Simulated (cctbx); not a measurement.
## What is wrong with this refinement?

Cell a = 12.7670 Å, b = 12.7670 Å, c = 7.7490 Å, α = 90.00°, β = 90.00°, γ = 90.00°; space group P4/mbm (no. 127). The compound is Ba3Nd2I4Br8.

Simulated single-crystal data (cctbx): Ag Kα, λ = 0.56087 Å, to d = 0.75 Å, 70 % of the full sphere, strongest reflection 40000 counts, noise from counting, a 1.5 % proportional error and a noise floor of 8 counts (s.d.); no absorption, and some extinction, which the refinements don't model.

An anisotropic refinement with weights 1/σ² prints:

```text
Rint 0.027, 893 unique reflections to 0.75 A
cycle     R1     wR2    GooF  max shift (A)
   1  0.0208  0.0413   2.564   0.00013
   2  0.0117  0.0215   1.336   0.00000
final R1 0.0117 wR2 0.0215 GooF 1.336  parameters 27  data/parameter 33.1
atom        x        y        z      Ueq    occ   su(xyz)  su(Uiso or U11)
Nd1    0.63131  0.86869  0.00000   0.0057  1.000  0.00001  0.0001
Ba1    0.31589  0.81589  0.50000   0.0063  1.000  0.00002  0.0001
Ba2    0.50000  0.50000  0.00000   0.0050  1.000  0.00000  0.0001
I1     0.30819  0.80819  0.00000   0.0069  1.000  0.00002  0.0001
I2     0.00000  0.50000  0.25387   0.0055  1.000  0.00004  0.0001
Br1    0.79629  0.94564  0.73077   0.0038  1.000  0.00003  0.0001
difference map: max 0.61 min -1.26 rms 0.19
Q1    0.0308  0.4692  0.3972    8    0.62  1.24 A from I2
Q2    0.2294  0.7294  0.3623    8    0.62  1.89 A from Ba1
Q3    0.1165  0.6165  0.0844    8    0.61  0.71 A from Nd1
Q4    0.2087  0.7087  0.2325    8    0.59  2.28 A from Nd1
Q5    0.1135  0.7167  0.5000    8    0.59  2.19 A from Br1
Q6    0.2132  0.2868  0.3552    8    0.59  1.24 A from Ba1
```

Q: Accept it or mend it, and why?

Mend it. The fault: anomalous dispersion left out. Against the right model at the same level, R1 goes from 0.0100 to 0.0117 and GooF from 1.13 to 1.34. No atom is wrong: without f′ and f″ the atoms near an edge get the wrong scattering power, which U and the scale absorb. The signs are weak, and the output alone doesn't single this fault out.

The compound is Ba3Nd2I4Br8. The right model at the same level gives:

```text
Rint 0.027, 893 unique reflections to 0.75 A
cycle     R1     wR2    GooF  max shift (A)
   1  0.0101  0.0183   1.139   0.00009
   2  0.0100  0.0181   1.126   0.00000
final R1 0.0100 wR2 0.0181 GooF 1.126  parameters 27  data/parameter 33.1
atom        x        y        z      Ueq    occ   su(xyz)  su(Uiso or U11)
Nd1    0.63131  0.86869  0.00000   0.0053  1.000  0.00001  0.0001
Ba1    0.31589  0.81589  0.50000   0.0055  1.000  0.00001  0.0001
Ba2    0.50000  0.50000  0.00000   0.0042  1.000  0.00000  0.0001
I1     0.30819  0.80819  0.00000   0.0057  1.000  0.00001  0.0001
I2     0.00000  0.50000  0.25388   0.0043  1.000  0.00003  0.0001
Br1    0.79629  0.94563  0.73077   0.0049  1.000  0.00002  0.0001
difference map: max 0.62 min -1.23 rms 0.18
Q1    0.0322  0.4678  0.4066    8    0.66  1.32 A from I2
Q2    0.1185  0.6185  0.0905    8    0.63  0.74 A from Nd1
Q3    0.2301  0.7301  0.3629    8    0.62  1.88 A from Ba1
Q4    0.0761  0.4239  0.5000    4    0.59  1.95 A from Ba1
Q5    0.0997  0.5997  0.3564    8    0.57  1.97 A from I2
Q6    0.0578  0.6130  0.4445   16    0.56  2.19 A from I2
```

Isotropic U is held between 0.0001 and 1 Å² by the program, and listed peak heights are interpolated, so they can pass the grid's maximum.

This is a model crystal, built by substitution and not relaxed, with assumed displacement parameters.

[Middle refinement cycles are left out of these outputs.]

[Logs are printed without paths, hosts, clocks, repeated set-up lines and the standing remarks that a program may print on its own settings, such as how far it seeks lower states.]
